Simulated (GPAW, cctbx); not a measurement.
## How far are the atoms of Tl2PdS2 from free atoms?

Question: by how much does bonding change the X-ray structure factors of Tl2PdS2, how firmly does DFT give the change, and what does a routine refinement make of it?

The cell comes from substitution in a known structure type and wasn't matched to any measured phase. All numbers below are calculated.

## 1. Relax the structure

The density hangs on the geometry, so cell and atoms are relaxed first, with the symmetry held. The cutoff is set higher than for the density because stress converges slowly with plane waves.

Settings: GPAW 26.7.0, PBE, 570 eV, 4×4×4 k-points, Fermi–Dirac width 0.05 eV, BFGS to 0.03 eV/Å.

```text
cell
1.0
     3.663000000    0.000000000    0.000000000
     0.000000000   -5.410000000    0.000000000
    -1.831500000    2.705000000   -6.106500000
Tl Pd S
2 1 2
Direct
0.356400000 0.356400000 0.712800000
0.643600000 0.643600000 0.287200000
0.000000000 0.000000000 0.000000000
0.362100000 0.862100000 0.724200000
0.637900000 0.137900000 0.275800000
```

```console
$ OMP_NUM_THREADS=1 mpirun -n 4 gpaw python run.py > gpaw.log
```

```text
BFGS:    0      -17.869829        1.308924
BFGS:    1      -17.911084        1.263815
BFGS:    2      -18.170594        1.085542
BFGS:    3      -18.296604        0.775742
...
BFGS:   17      -18.477986        0.061771
BFGS:   18      -18.478803        0.043655
BFGS:   19      -18.479190        0.017757
cell  3.5856 6.2606 6.8277  117.29 105.22 90.00
volume 130.132 A^3, largest force 0.019 eV/A, largest stress 0.05 GPa
```

The cell moved far, while the k-mesh and basis were chosen for the start, so the final shape may be somewhat biased.

After 19 steps the volume has changed by +7.5 % and the energy by -0.609 eV; the largest stress left is 0.05 GPa. It took 8.3 min on 4 cores of Arm Neoverse V1 (shared host), peak memory 1.6 GiB.

Relaxed structure: Immm (no. 71), a = 3.5856 Å, b = 6.2606 Å, c = 11.5940 Å, α = 90.00°, β = 90.00°, γ = 90.00°.

```
atom  mult.    x    y       z
 Tl1      4  1/2  1/2  0.1507
 Pd1      2    0    0       0
  S1      4  1/2    0  0.1337
```

## 2. The all-electron density

X-rays see the whole electron density, so the PAW density is rebuilt with its core regions. Subtracting spherical free atoms from the same code cancels the cores and leaves the deformation density Δρ, the part due to bonding.

Settings: PBE, 450 eV, 6×6×6 k-points, Fermi–Dirac width 0.05 eV; primitive cell of 5 atoms.

```console
$ OMP_NUM_THREADS=1 mpirun -n 4 gpaw python run.py > gpaw.log
```

```text
|iter:   1|       0s |  -22.492432 | +0.19 |       |
|iter:   2|       4s |  -20.486590 | -0.99 | -1.06 |
|iter:   3|       9s |  -18.608629 | -0.86 | -1.18 |
...
|iter:   9|      35s |  -18.363970c| -6.21 | -3.83 |
|iter:  10|      39s |  -18.363970c| -7.16 | -4.41c|
|iter:  11|      43s |  -18.363970c| -7.54c| -4.97c|
```

```text
gpts.py:43: UserWarning: Initial realspace grid (18,32,35) inconsistent with symmetries.
gpts.py:43: UserWarning: Initial realspace grid (18,32,35) inconsistent with symmetries.
gpts.py:43: UserWarning: Initial realspace grid (18,32,35) inconsistent with symmetries.
gpts.py:43: UserWarning: Initial realspace grid (18,32,35) inconsistent with symmetries.
gpts.py:70: UserWarning: Using symmetrized grid: (35,35,35).
gpts.py:70: UserWarning: Using symmetrized grid: (35,35,35).
gpts.py:70: UserWarning: Using symmetrized grid: (35,35,35).
gpts.py:70: UserWarning: Using symmetrized grid: (35,35,35).
grid (70, 70, 70)  electrons 240.000  moved by bonding 1.066 e
deformation density beyond 0.5 A of the nuclei: max 0.267, min -0.950 e/A^3
atom        x       y       z   Voronoi charge  moment
Tl1    0.6507  0.6507  0.3015      0.206       0.00
Tl2    0.3493  0.3493  0.6985      0.206       0.00
Pd3    0.0000  0.0000  0.0000      0.292       0.00
S 4    0.6337  0.1337  0.2674     -0.352       0.00
S 5    0.3663  0.8663  0.7326     -0.352       0.00
mean inner potential of superposed free atoms 15.988 V
total magnetic moment 0.000 muB
```

Deformation density in a plane through the shortest contact of the Pd atom at the origin, in 0.01 e/Å³ (clipped at ±99); x from -1.6 to 4.0 Å, y from 2.4 down to -2.4 Å:

```text
 -2   0   1  -1  -4   .   .   6  12 -10 -81   .   . -81 -20  10
 -2  -1   0  -1  -3   .  -8  -1   7  -3 -11   .   . -14 -11   8
 -1   0   1   3   8   8   0   0   2   1  -5 -33 -34  -5   0   3
  0   0   1   3   6   9   6   2   1   2   6   6   4   2   1   1
  2   3   0  -5 -29 -23  -3   2   2   0   3  10   9   3   1   0
  7   7 -10  -2   . -13  -8  -1   6  -2  -8   .  -2  -1   0  -1
  9   9 -25 -97   .   . -74  -7  12   5   .   .  -5  -1   1   0
  3   6  -7   1   .  20 -15  -2   9   3  -6   .   3   3   2   0
  1   2   1  -8 -33 -17  -3   2   3   0  -2   1   4   3   2   0
  2   1   3   7   8   5   2   1   0   0   0   2   3   2   1  -1
  2   2  -1   3  10   6   2   0  -1  -1   0   0   0   0   0  -1
  4   6  -6   .   .  -3  -1   0  -1  -2  -2  -3  -2  -1  -1   0
  3  12   2   .   .  -3   0   1  -1  -3  -3   1   1  -2  -1   0
```

Atoms in or within 0.15 Å of the plane: Pd (0.0, 0.0), Pd (2.7, 2.4), S (0.3, 2.4), S (-0.3, -2.4), S (2.4, 0.0) Å. Dots mark points within about 0.45 Å of a nucleus; large values next to them are atomic features.

S gains most (-0.35 e) and Pd loses most (+0.29 e); S is the most electronegative element, but the order of the others doesn't follow electronegativity. Such charges fall far short of formal ones, since overlapping free atoms already put density on their neighbours. Along the shortest contact from the Pd atom at the map's origin, Pd–S at 2.37 Å, Δρ is +0.07 e/Å³ at the midpoint and highest, +0.12, 1.41 Å from Pd (points within 0.5 Å of a nucleus left out): a modest build-up. At the midpoints of other shortest contacts it is +0.01 (Tl–S, 3.08 Å) and +0.01 (S–S, 3.10 Å) e/Å³. Point values carry grid noise of about 0.01 e/Å³. The run needed 11 iterations, 56 s.

## 3. From the density to structure factors

The Fourier components of Δρ, added to those of the free atoms, give the static X-ray structure factors; the Mott–Bethe relation turns them into the Fourier components V of the potential that fast electrons feel.

```text
static structure factors of the conventional cell: F in electrons, V (Mott-Bethe) in volts
   h  k  l      d  |F| table  |F| free   |F| DFT   change   |V| free  |V| DFT  change %
   0  0  2  5.7970    17.454    17.576    17.835    0.259     0.212    0.059    -72.2
   0  1  1  5.5088    55.004    55.098    54.872   -0.227     0.306    0.184    -39.7
   1  0  1  3.4255   123.823   124.010   124.922    0.912     3.294    3.106     -5.7
   0  1  3  3.2886   317.703   317.383   316.273   -1.111     6.107    6.319      3.5
   0  2  0  3.1303   417.126   416.915   416.384   -0.531    10.887   10.978      0.8
   1  1  0  3.1114   318.594   318.267   317.198   -1.069     5.751    5.934      3.2
   0  0  4  2.8985   195.392   195.552   196.612    1.060     4.957    4.800     -3.2
   0  2  2  2.7544    17.652    17.777    18.382    0.605     0.021    0.060    183.5
   1  1  2  2.7415     7.523     7.630     7.812    0.182     0.487    0.511      4.9
   1  0  3  2.6285   378.812   378.647   378.652    0.005     9.112    9.112     -0.0
   1  2  1  2.3108   113.697   113.766   114.289    0.523     2.462    2.413     -2.0
   0  1  5  2.1744    44.509    44.407    44.075   -0.331     0.735    0.762      3.8
   0  2  4  2.1268   180.394   180.427   180.796    0.369     3.874    3.844     -0.8
   1  1  4  2.1208   100.339   100.211   100.744    0.533     0.309    0.267    -13.7
```

The largest X-ray change is -1.11 e on 013, 0.4 % of |F|. For electrons V goes as (Z − F)/g², so a change of F counts against Z − F, which is small at low angle and wherever the atoms' terms cancel: |V| of 002 moves by -72.2 % (0.21 to 0.06 V) against +1.5 % in |F|. These compare absolute values; so weak a component may also change sign. The last three rows still change by up to 0.53 e; the table stops while the angles are still low. The tabulated Hartree–Fock atoms differ from the free DFT atoms by up to 0.33 e, so the choice of reference atom matters too.

## 4. Which functional?

The same geometry is run with other functionals, to see whether the bonding signal is larger than the spread between approximations. Free atoms are LDA for LDA and PBE otherwise. Any other changed setting is in the row's label.

| run | ΔF 013 (e) | ΔF 110 (e) | ΔF 004 (e) | q(S) (e) | moved (e) | time |
| --- | --- | --- | --- | --- | --- | --- |
| PBE | -1.111 | -1.069 | +1.060 | -0.352 | 1.066 | 56 s |
| LDA | -1.053 | -1.023 | +0.962 | -0.325 | 1.017 | 54 s |
| revPBE | -1.108 | -1.055 | +1.097 | -0.363 | 1.106 | 56 s |

At the base's settings ΔF(013) spans -1.111 to -1.053 e, a spread of 5 % of the PBE value; over the three listed reflections the spread is at most 13 %, so sign and size hold across the functionals. Times are from shared hosts.

## 5. Refining ordinary atoms against data with bonding

Routine crystallography fits spherical atoms. To see the bias, intensities are simulated from tabulated atoms plus the DFT change ΔF, so that bonding alone can misfit (5946 reflections of the full sphere, merged to the counts below, to 0.45 Å, 1 % proportional noise plus counting noise, assumed isotropic U as listed, Δρ smeared by the mean U) and refined with cctbx over different ranges.

| range | data | R1 | GooF | U Tl1 (true 0.0029) | U Pd1 (true 0.0036) | U S1 (true 0.0052) | largest shift (Å) | Δρ max, min (e/Å³) |
| --- | --- | --- | --- | --- | --- | --- | --- | --- |
| all data | 879 | 0.0039 | 0.97 | 0.0029 | 0.0036 | 0.0052 | 0.0003 | 0.59, -0.85 |
| low resolution, d > 0.84 | 156 | 0.0034 | 1.06 | 0.0029 | 0.0036 | 0.0051 | 0.0008 | 0.30, -0.27 |
| high order, d < 0.75 | 667 | 0.0042 | 0.95 | 0.0029 | 0.0036 | 0.0052 | 0.0003 | 0.62, -0.52 |
| occupancies free, d > 0.7 | 255 | 0.0032 | 1.00 | 0.0029 | 0.0035 | 0.0053 | 0.0001 | 0.29, -0.44 |

With all data GooF is 0.97, so at this noise the bonding hardly shows; the top residual peak lies 0.87 Å from S and 2.42 Å from Tl. No U is off by more than 3 s.u. at low resolution. With Tl1 held at 1 and the scale free, the other occupancies refine to Pd1 0.997(0.001) and S1 1.001(0.003), on sites that are all full: they absorb part of the misfit, and only ratios to the fixed site mean anything.

## 6. Answer

Bonding moves 1.07 e in the primitive cell of Tl2PdS2 and changes the structure factors of the conventional cell in the table above by at most 1.11 e (013, 0.4 %), and among reflections above 2 % of the strongest by up to 3.4 % (022). The shortest bond, Pd–S, has Δρ = +0.07 e/Å³ at its midpoint. At the base's settings ΔF(013) spans -1.111 to -1.053 e, a spread of 5 % of the PBE value; over the three listed reflections the spread is at most 13 %, so sign and size hold across the functionals. With all data GooF is 0.97, so at this noise the bonding hardly shows. Limits: static density, frozen cores, no spin–orbit coupling.

[Outputs are excerpts: Python notices, other lines and further rows are left out; steps that failed or that the build refused (PBEsol, TPSS) are not shown.]

[Logs are printed without paths, hosts, clocks, repeated set-up lines and the standing remarks that a program may print on its own settings, such as how far it seeks lower states.]
